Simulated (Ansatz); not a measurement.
**The valence band of Na3Ca3InP4 as photoemission sees it**

Aim: the valence spectrum of Na3Ca3InP4 from He I to hard X-rays, and which orbitals make each feature. Spin–orbit coupling is left out of the bands throughout.

Method: DFT, PBE, plane-wave PAW, default files, scalar-relativistic, in the first sound run; inputs show where later runs differ, in Ansatz 0.2.0.

Report form: the programs' logs are mostly left out.

**1. Starting point**

The structure is hexagonal, space group P6_3mc (No. 186). Conventional cell: a = 9.358 Å, b = 9.358 Å, c = 7.148 Å, α = 90.00°, β = 90.00°, γ = 120.00°. Nearest to In lie 4 P at 2.54 to 2.57 Å and 3 Ca at 3.26 Å. Nearest to Ca lie 6 P at 2.94 to 3.57 Å and 2 In at 3.26 to 3.52 Å and 2 Na at 3.33 Å. P has 1 In at 2.57 Å and 6 Ca at 2.94 to 3.57 Å and 3 Na at 3.12 Å nearest. P has 1 In at 2.54 Å and 3 Na at 2.81 to 2.96 Å and 4 Ca at 3.00 to 3.31 Å nearest. Na has 4 P at 2.81 to 3.12 Å nearest. Farther neighbours are not listed.

**2. Self-consistent run, DOS and bands**

First the ground state, then the DOS by atom and shell, which the cross sections turn into spectra. The DOS is taken on a denser mesh than the density.

File input.yaml:

```yaml
crystal:
  lattice:
    - [9.358, 0.0, 0.0]
    - [-4.679, 8.1042657286, 0.0]
    - [0.0, 0.0, 7.1477]
  atoms:
    - { symbol: In, position: [0.6666666667, 0.3333333333, 0.86022] }
    - { symbol: In, position: [0.3333333333, 0.6666666667, 0.36022] }
    - { symbol: Ca, position: [0.47302, 0.94604, 0.7375] }
    - { symbol: Ca, position: [0.94604, 0.47302, 0.2375] }
    - { symbol: Ca, position: [0.47302, 0.52698, 0.7375] }
    - { symbol: Ca, position: [0.52698, 0.05396, 0.2375] }
    - { symbol: Ca, position: [0.05396, 0.52698, 0.7375] }
    - { symbol: Ca, position: [0.52698, 0.47302, 0.2375] }
    - { symbol: P, position: [0.6666666667, 0.3333333333, 0.5] }
    - { symbol: P, position: [0.3333333333, 0.6666666667, 0.0] }
    - { symbol: P, position: [0.81532, 0.63064, 0.9745] }
    - { symbol: P, position: [0.63064, 0.81532, 0.4745] }
    - { symbol: P, position: [0.81532, 0.18468, 0.9745] }
    - { symbol: P, position: [0.18468, 0.36936, 0.4745] }
    - { symbol: P, position: [0.36936, 0.18468, 0.9745] }
    - { symbol: P, position: [0.18468, 0.81532, 0.4745] }
    - { symbol: Na, position: [0.8563, 0.7126, 0.5708] }
    - { symbol: Na, position: [0.7126, 0.8563, 0.0708] }
    - { symbol: Na, position: [0.8563, 0.1437, 0.5708] }
    - { symbol: Na, position: [0.1437, 0.2874, 0.0708] }
    - { symbol: Na, position: [0.2874, 0.1437, 0.5708] }
    - { symbol: Na, position: [0.1437, 0.8563, 0.0708] }
kpoints:
  mp_grid: { grid: [3, 3, 4] }
  band_path:
    path:
      - [[0.0, 0.0, 0.0], [0.5, 0.0, 0.0], [0.333333, 0.333333, 0.0], [0.0, 0.0, 0.0], [0.0, 0.0, 0.5], [0.5, 0.0, 0.5], [0.333333, 0.333333, 0.5], [0.0, 0.0, 0.5]]
      - [[0.5, 0.0, 0.5], [0.5, 0.0, 0.0]]
      - [[0.333333, 0.333333, 0.5], [0.333333, 0.333333, 0.0]]
    npoints: 6
scf:
  occupations: { method: fermi_dirac, width: 0.02 }
  n_extra_bands: 40
hamiltonian:
  xc: pbe
  pseudopotentials: { kind: paw }
output:
  forces: true
  stress: true
  dos:
    projected:
      site_lists:
        In1: [0, 1]
        Ca3: [2, 3, 4, 5, 6, 7]
        P9: [8, 9]
        P11: [10, 11, 12, 13, 14, 15]
        Na17: [16, 17, 18, 19, 20, 21]
    de: 0.05
    e_range: [-36, 12]
    nscf_kmesh: { grid: [6, 6, 6] }
  fatbands: true
```

Command:

```
ansatz run input.yaml --threads 4 --pin off --max-ram 8192MiB --backend cpu --events-out ev --progress --plain --runs-dir out
```

Elapsed: 3.8 min, on 4 threads of Arm Neoverse V2, shared host; peak memory 3 GiB; 15 min of CPU time.

Numbers from this step:

* free energy: -37077.3702 eV
* Fermi energy: 6.156 eV
* symmetry operations: 12
* pressure: 0.2785 GPa
* gap on the k-mesh: 1.110 eV
* zero of energy: valence-band maximum
* share of occupied states in no projected shell: 0.0141 of the occupied states in the window
* gap on the path: 1.110 eV
* least direct gap on the path: 1.110 eV
* valence top on path: 0 eV

The electronic bands at the labelled points (eV, zero at the valence-band maximum; v1 is the highest filled band, c1 the lowest empty one):

```
    point     v4     v3     v2     v1    c1    c2    c3    c4
        Γ  -0.87  -0.25  -0.25   0.00  1.11  1.59  1.59  1.60
  halfway  -0.77  -0.72  -0.29  -0.12  1.34  1.71  1.88  2.11
        M  -0.68  -0.59  -0.33  -0.33  1.57  1.98  2.12  2.31
  halfway  -0.73  -0.55  -0.44  -0.36  1.67  1.99  2.05  2.32
        K  -0.77  -0.59  -0.45  -0.45  1.88  1.88  1.98  2.50
  halfway  -0.76  -0.68  -0.34  -0.16  1.41  1.74  1.95  2.24
        Γ  -0.87  -0.25  -0.25   0.00  1.11  1.59  1.59  1.60
  halfway  -0.80  -0.73  -0.35  -0.35  1.35  1.70  1.79  1.79
        A  -0.56  -0.56  -0.56  -0.56  1.62  1.62  1.97  1.97
  halfway  -0.63  -0.63  -0.59  -0.59  1.72  1.72  2.19  2.19
        L  -0.68  -0.68  -0.64  -0.64  1.77  1.77  2.23  2.23
  halfway  -0.70  -0.70  -0.64  -0.64  1.81  1.81  2.29  2.29
        H  -0.72  -0.72  -0.64  -0.64  1.84  1.84  2.36  2.36
  halfway  -0.64  -0.64  -0.61  -0.61  1.74  1.74  2.24  2.24
        A  -0.56  -0.56  -0.56  -0.56  1.62  1.62  1.97  1.97
jump to L  -0.68  -0.68  -0.64  -0.64  1.77  1.77  2.23  2.23
  halfway  -0.67  -0.55  -0.54  -0.45  1.74  1.82  2.06  2.39
        M  -0.68  -0.59  -0.33  -0.33  1.57  1.98  2.12  2.31
jump to H  -0.72  -0.72  -0.64  -0.64  1.84  1.84  2.36  2.36
  halfway  -0.68  -0.65  -0.50  -0.50  1.95  1.95  2.13  2.29
        K  -0.77  -0.59  -0.45  -0.45  1.88  1.88  1.98  2.50
```

Of the projections kept (In s, In p, Ca s, P s, P p, Na s, not projected), the largest for each band there; the rest of the weight can lie on other orbitals:

```
point        v4        v3        v2        v1                  c1                  c2                  c3                  c4
    Γ  P p 0.90  P p 0.95  P p 0.95  P p 0.95  not projected 0.40  not projected 0.59  not projected 0.59            P s 0.35
    M  P p 0.92  P p 0.88  P p 0.92  P p 0.95  not projected 0.69  not projected 0.45  not projected 0.54  not projected 0.58
    K  P p 0.87  P p 0.92  P p 0.91  P p 0.91  not projected 0.67  not projected 0.67  not projected 0.53  not projected 0.38
    Γ  P p 0.90  P p 0.95  P p 0.95  P p 0.95  not projected 0.40  not projected 0.59  not projected 0.59            P s 0.35
    A  P p 0.92  P p 0.92  P p 0.92  P p 0.92  not projected 0.45  not projected 0.45  not projected 0.32  not projected 0.32
    L  P p 0.89  P p 0.89  P p 0.92  P p 0.92  not projected 0.51  not projected 0.51  not projected 0.77  not projected 0.77
```

The DOS has structure finer than the step of the table below, so its rows give means over 1 eV, whole bins alone (the curve runs from -25.1 to 5.03 eV). Peaks (eV: height): total -23.6: 360, -21.8: 260, -14.2: 120, -8.7: 49.8; P 3p -2.8: 11.5, -1.9: 16.8, -1.1: 31.6, -0.7: 22.2; P 3s -9.7: 10.7, -8.7: 38.5; In 5p -8.7: 6.46, -2.8: 3.06, -2.4: 2.56, 3.1: 2.80; Ca 4s -2.9: 1.99, 2.6: 1.77, 3.1: 2.39, 3.5: 2.01.

* holds the states left over by the projection beside any projected weight of its own, shared among the starred shells. Table of DOS by E, zero at the valence-band maximum; means over each step; 7 of 13 lines; values in states/eV/cell:

```
E (eV)  total     P 3p     P 3s    In 5p    Ca 4s    Na 3s    In 5s
   -24   30.2   0.0355  0.00589  0.00485   0.0101  0.00396   2.5e-4
   -23   5.76  0.00677  0.00112   9.2e-4  0.00191   7.5e-4   4.9e-5
   -22   36.0    0.137   0.0217   0.0763   0.0240   0.0415  0.00994
   -21      0        0        0        0        0        0        0
   -20      0        0        0        0        0        0        0
   -19      0        0        0        0        0        0        0
   -18      0        0        0        0        0        0        0
   -17      0        0        0        0        0        0        0
   -16      0        0        0        0        0        0        0
   -15      0        0        0        0        0        0        0
   -14   20.0    0.110    0.155  0.00672  0.00733  0.00525   7.6e-5
   -13      0        0        0        0        0        0        0
   -12      0        0        0        0        0        0        0
   -11      0        0        0        0        0        0        0
   -10   3.99    0.150     2.31  0.00513    0.450    0.246    0.800
    -9   11.5   0.0140     8.84     1.49    0.344    0.494   0.0279
    -8  0.526   2.9e-4    0.421   0.0736  0.00590   0.0120   3.3e-4
    -7      0        0        0        0        0        0        0
    -6      0        0        0        0        0        0        0
    -5   3.71     1.63    0.697   0.0110   0.0629    0.116     1.14
    -4  0.287    0.126   0.0591  0.00155  0.00759  0.00471   0.0837
    -3   8.29     5.10    0.340     1.30    0.831    0.476   0.0234
    -2   11.7     8.50    0.270     1.11    0.585    0.722   0.0166
    -1   21.3     18.5    0.161    0.302    0.404    0.417   0.0166
     0   2.68     2.47  0.00631   0.0137   0.0134   0.0126  0.00232
     1  0.380   0.0499  0.00764  0.00920   0.0380   0.0309   0.0499
     2   11.2    0.920    0.449    0.680    0.804     1.35    0.446
     3   20.2     1.95    0.832     1.51     1.53     1.51    0.521
     4   22.1     1.71    0.514    0.726     1.37     1.15    0.251
```

Sums over each group's atoms; a table of it gives point samples, which can step over narrow peaks. The DOS of the group by E, zero at the valence-band maximum; 7 of 12 lines; values in states/eV:

```csv
E (eV),P11: P 3p,P11: P 3s,P9: P 3p,In1: In 5p,P9: P 3s,Ca3: Ca 4s,Na17: Na 3s
-23,0,0,0,0,0,0,0
-22,0.0405,0.00597,0.0209,0.0343,0.00378,0.0108,0.0187
-21,0,0,0,0,0,0,0
-20,0,0,0,0,0,0,0
-19,0,0,0,0,0,0,0
-18,0,0,0,0,0,0,0
-17,0,0,0,0,0,0,0
-16,0,0,0,0,0,0,0
-15,0,0,0,0,0,0,0
-14,0.0803,9.2e-5,0.0266,2.2e-5,0,0.00976,0.00496
-13,0,0,0,0,0,0,0
-12,0,0,0,0,0,0,0
-11,0,0,0,0,0,0,0
-10,0.0628,0.796,0.0146,0.00255,0.384,0.402,0.214
-9,0.00214,0.558,0.00140,0.208,0.690,0.0951,0.0807
-8,0,0,0,0,0,0,0
-7,0,0,0,0,0,0,0
-6,0,0,0,0,0,0,0
-5,0.0606,0.0207,0.0189,1.6e-4,0.00500,0.00124,0.0116
-4,0,0,0,0,0,0,0
-3,4.20,0.504,1.92,1.51,0.0225,1.35,0.523
-2,3.71,0.108,1.68,0.418,0.00740,0.499,0.648
-1,21.8,0.114,5.62,0.303,0.0417,0.546,0.405
0,0.106,6.2e-5,0.0347,1.6e-4,1.3e-4,4.7e-4,4.6e-4
1,0.00274,6.8e-4,4.2e-4,4.7e-4,2.5e-5,0.00189,0.00253
2,0.541,0.288,0.146,0.464,0.0747,0.696,1.33
3,1.23,0.477,0.224,1.34,0.113,0.983,1.23
4,1.000,0.279,0.327,0.444,0.0730,1.18,0.713
```

Simulated valence spectra by photon energy, shown to 13 eV, since a deeper line would dwarf them at some energies; the 100 % can be that line's tail at the edge; this run's widths, added to any smearing of the DOS itself: Gaussian 0.1 eV, Lorentzian 0.1 eV. Intensity against binding energy, zero at the valence-band maximum; values in % of the maximum within 13 eV:

```csv
binding energy (eV),21.2 eV,150 eV,1253.6 eV,1486.7 eV,8047.8 eV
-1.0,0.512,0.514,0.160,0.144,0.0597
-0.5,0.968,0.937,0.270,0.241,0.0914
0.0,3.70,3.51,0.915,0.805,0.249
0.5,46.9,43.6,10.9,9.48,2.61
1.0,97.3,87.2,21.3,18.6,5.52
1.5,40.1,37.6,10.7,9.56,4.14
2.0,29.0,27.2,8.15,7.37,3.64
2.5,29.8,27.1,9.44,8.78,5.98
3.0,26.7,24.8,9.27,8.71,6.52
3.5,1.43,1.45,0.579,0.545,0.428
4.0,0.843,1.03,0.525,0.507,0.568
4.5,10.2,15.8,9.88,9.87,15.2
5.0,1.26,1.89,1.16,1.15,1.68
5.5,0.332,0.520,0.333,0.323,0.343
6.0,0.211,0.375,0.268,0.259,0.226
6.5,0.172,0.359,0.289,0.279,0.228
7.0,0.170,0.418,0.372,0.362,0.300
7.5,0.220,0.623,0.597,0.587,0.517
8.0,0.493,1.52,1.51,1.50,1.42
8.5,12.3,38.3,38.3,38.3,38.2
9.0,3.67,11.3,11.4,11.4,11.4
9.5,1.54,6.30,6.19,6.24,7.79
10.0,1.97,7.50,7.34,7.41,9.38
10.5,0.167,0.710,0.877,0.854,0.708
11.0,0.0893,0.460,0.731,0.696,0.403
11.5,-,0.415,0.845,0.797,0.358
12.0,-,0.446,1.16,1.09,0.415
12.5,-,0.561,1.88,1.76,0.607
```

Maxima picked by a test of local sharpness, so broad peaks and shoulders can be missing; peaks within 0.45 eV of a curve's cut are left out. Valence peaks, by row, the first 40 of 47 rows:

```
photon energy (eV)  binding energy (eV)  height (% of the maximum within 13 eV)  main shell  its share (%)
              21.2                9.693                                   6.954        P 3s          55.88
              21.2                8.643                                   32.16        P 3s          47.79
              21.2                4.643                                   23.98        P 3p          80.57
              21.2                2.743                                   45.34        P 3p          69.65
              21.2                2.343                                   38.63        P 3p          69.95
              21.2                1.793                                   55.22        P 3p          75.29
              21.2                1.093                                     100        P 3p          73.58
               150                23.54                                    3572       Na 2p           99.9
               150                21.79                                    1449       Ca 3p          99.53
               150                14.19                                   147.8       In 4d          97.15
               150                9.693                                   29.37        P 3s          81.99
               150                8.643                                     100        P 3s          95.25
               150                4.643                                   37.23        P 3p          58.58
               150                2.743                                   41.26        P 3p          86.39
               150                2.343                                    34.9        P 3p          87.41
               150                1.843                                   51.71        P 3p          90.81
               150                1.093                                   89.71        P 3p          92.59
              1254                23.54                                   366.5       Na 2p          99.53
              1254                21.79                                   751.2       Ca 3p          99.75
              1254                14.19                                   863.5       In 4d          99.68
              1254                9.693                                   28.43        P 3s          77.74
              1254                8.643                                     100        P 3s          87.42
              1254                4.643                                   23.32        P 3s          38.44
              1254                2.743                                   14.77        P 3p          56.52
              1254                2.343                                   11.97        P 3p          59.65
              1254                1.843                                    15.1        P 3p          72.82
              1254                1.093                                   21.98        P 3p          88.48
              1487                23.54                                   300.7       Na 2p          99.48
              1487                21.79                                   682.1       Ca 3p          99.74
              1487                14.19                                   807.4       In 4d          99.66
              1487                9.693                                   28.79        P 3s          76.91
              1487                8.643                                     100        P 3s          87.59
              1487                4.643                                   23.33       In 5s          40.47
              1487                2.743                                    13.8        P 3p          52.25
              1487                2.343                                   11.12        P 3p          55.48
              1487                1.843                                    13.6        P 3p          69.81
              1487                1.093                                   19.27        P 3p          87.19
              8048                23.54                                    44.4       Na 2p          98.54
              8048                21.79                                   221.2       Ca 3p          99.41
              8048                14.19                                   256.4       In 4d          99.02
```

The intensity has structure finer than the step of the table below, so its rows give means over 1 eV, whole bins alone (the curve runs from -25.1 to 1.43 eV). Peaks (eV: height): P K-beta -1.0: 99.9; P K-beta, E along x -1.1: 97.1; P K-beta, E along y -1.1: 97.1; P K-beta, E along z -0.9: 109; P L2,3 -9.8: 24.3, -8.7: 99.6.

Shapes are the site's partial DOS without matrix elements, which overweights lines from ligand s bands. Table of intensity by emission energy less the core level's binding energy, zero at the valence-band maximum; means over each step; values in % of the unpolarised maximum:

```csv
emission energy less the core level's binding energy (eV),P K-beta,"P K-beta, E along x","P K-beta, E along y","P K-beta, E along z","P L2,3"
-24,0.182,0.197,0.197,0.152,0.0214
-23,0.208,0.217,0.217,0.190,0.0142
-22,0.615,0.587,0.587,0.670,0.0974
-21,0.222,0.214,0.214,0.240,0.00550
-20,0.0882,0.0870,0.0870,0.0904,0.00273
-19,0.0805,0.0801,0.0801,0.0812,0.00317
-18,0.0858,0.0857,0.0857,0.0861,0.00391
-17,0.0977,0.0978,0.0978,0.0975,0.00506
-16,0.121,0.121,0.121,0.120,0.00720
-15,0.237,0.240,0.240,0.231,0.0318
-14,0.593,0.603,0.603,0.572,0.694
-13,0.221,0.222,0.222,0.217,0.0217
-12,0.222,0.223,0.223,0.219,0.0344
-11,0.306,0.311,0.311,0.296,0.0936
-10,0.887,0.931,0.931,0.799,9.80
-9,0.661,0.668,0.668,0.646,36.5
-8,0.598,0.598,0.598,0.598,6.62
-7,0.849,0.846,0.846,0.857,0.102
-6,1.62,1.59,1.59,1.68,0.0502
-5,7.86,7.35,7.35,8.87,2.75
-4,8.26,8.16,8.16,8.46,0.753
-3,30.4,31.9,31.9,27.3,1.57
-2,55.0,58.8,58.8,47.4,1.25
-1,87.7,84.7,84.7,93.5,0.721
0,27.6,25.0,25.0,32.8,0.0514
```

Sums over each group's atoms; left-over states aren't shared out by site. Site centres, by row:

| group | element | shell | occupied states | centre of occupied part (eV) | centre up to the window's top (eV) |
| --- | --- | --- | --- | --- | --- |
| In1 | In | 5s | 2.119 | -6.637 | -2.816 |
| In1 | In | 5p | 4.398 | -4.982 | -1.532 |
| In1 | In | 4d | 19.96 | -14.03 | -14.01 |
| Ca3 | Ca | 4s | 2.747 | -4.608 | 0.391 |
| Ca3 | Ca | 3p | 35.68 | -21.79 | -21.79 |
| Ca3 | Ca | 4p | 0.2603 | -4.268 | -3.261 |
| P9 | P | 3s | 3.332 | -8.523 | -7.05 |
| P9 | P | 3p | 9.296 | -1.941 | -1.252 |
| P11 | P | 3s | 9.948 | -8.297 | -6.796 |
| P11 | P | 3p | 27.51 | -1.706 | -1.012 |
| Na17 | Na | 3s | 2.552 | -4.58 | 0.3994 |
| Na17 | Na | 2p | 35.91 | -23.55 | -23.55 |

Recipe: projected DOS times atomic cross section and asymmetry factor (unpolarised light, 54.7° from the beam), occupied states only, Fermi edge at 300 K, a Lorentzian width of 0.1 eV growing by 0 eV per eV of binding energy, and a resolution of 0.1 eV. Curves are cut 10 eV under the photon energy, above any shell that the free atom's threshold puts out of reach, or at the lower edge of the window: 11.2 eV at 21.2 eV, 25.1 eV at 150 eV, 25.1 eV at 1253.6 eV, 25.1 eV at 1486.7 eV and 25.1 eV at 8047.8 eV. A star in tables and legends marks shells that hold the states left over by the projection (1.4 % of the filled ones), a stand-in for orbitals that the files don't project on. Matrix elements of the solid and inelastic losses aren't modelled, nor non-dipole terms, which matter above 3 keV.

Share of each shell in the spectrum's area (%), by photon energy:

| shell | 21.2 eV | 150 eV | 1253.6 eV | 1486.7 eV | 8047.8 eV |
| --- | --- | --- | --- | --- | --- |
| Ca 3p | 0.0 | 26.4 | 30.1 | 29.8 | 25.6 |
| In 5s | 0.1 | 0.2 | 0.7 | 0.8 | 5.6 |
| In 5p | 7.4 | 0.1 | 0.7 | 0.8 | 3.0 |
| In 4d | 0.0 | 3.4 | 44.1 | 45.1 | 37.7 |
| Na 2p | 0.0 | 57.3 | 12.9 | 11.5 | 4.5 |
| P 3s | 4.6 | 3.3 | 6.6 | 7.2 | 19.6 |
| P 3p | 68.3 | 8.8 | 4.5 | 4.3 | 2.5 |
| Ca 3d* | 17.1 | 0.4 | 0.0 | 0.0 | 0.0 |

At this level the gap is 1.11 eV on the path.

(Continued in part 2 of 2.)

[Logs are printed without paths, hosts, clocks, repeated set-up lines and the standing remarks that a program may print on its own settings, such as how far it seeks lower states.]

[Hosts, paths, dates, database ids (printed as entryN), source tags and the programs' standing remarks are cut or masked in the printed files.]

[Maps of the electrostatic potential energy from Ansatz leave out the sawtooth potential of an applied field or a dipole correction, so their vacuum need not be flat; work functions include it.]

[Peak lists hold at most the 14 tallest peaks of each spectrum; further lines can be left out.]
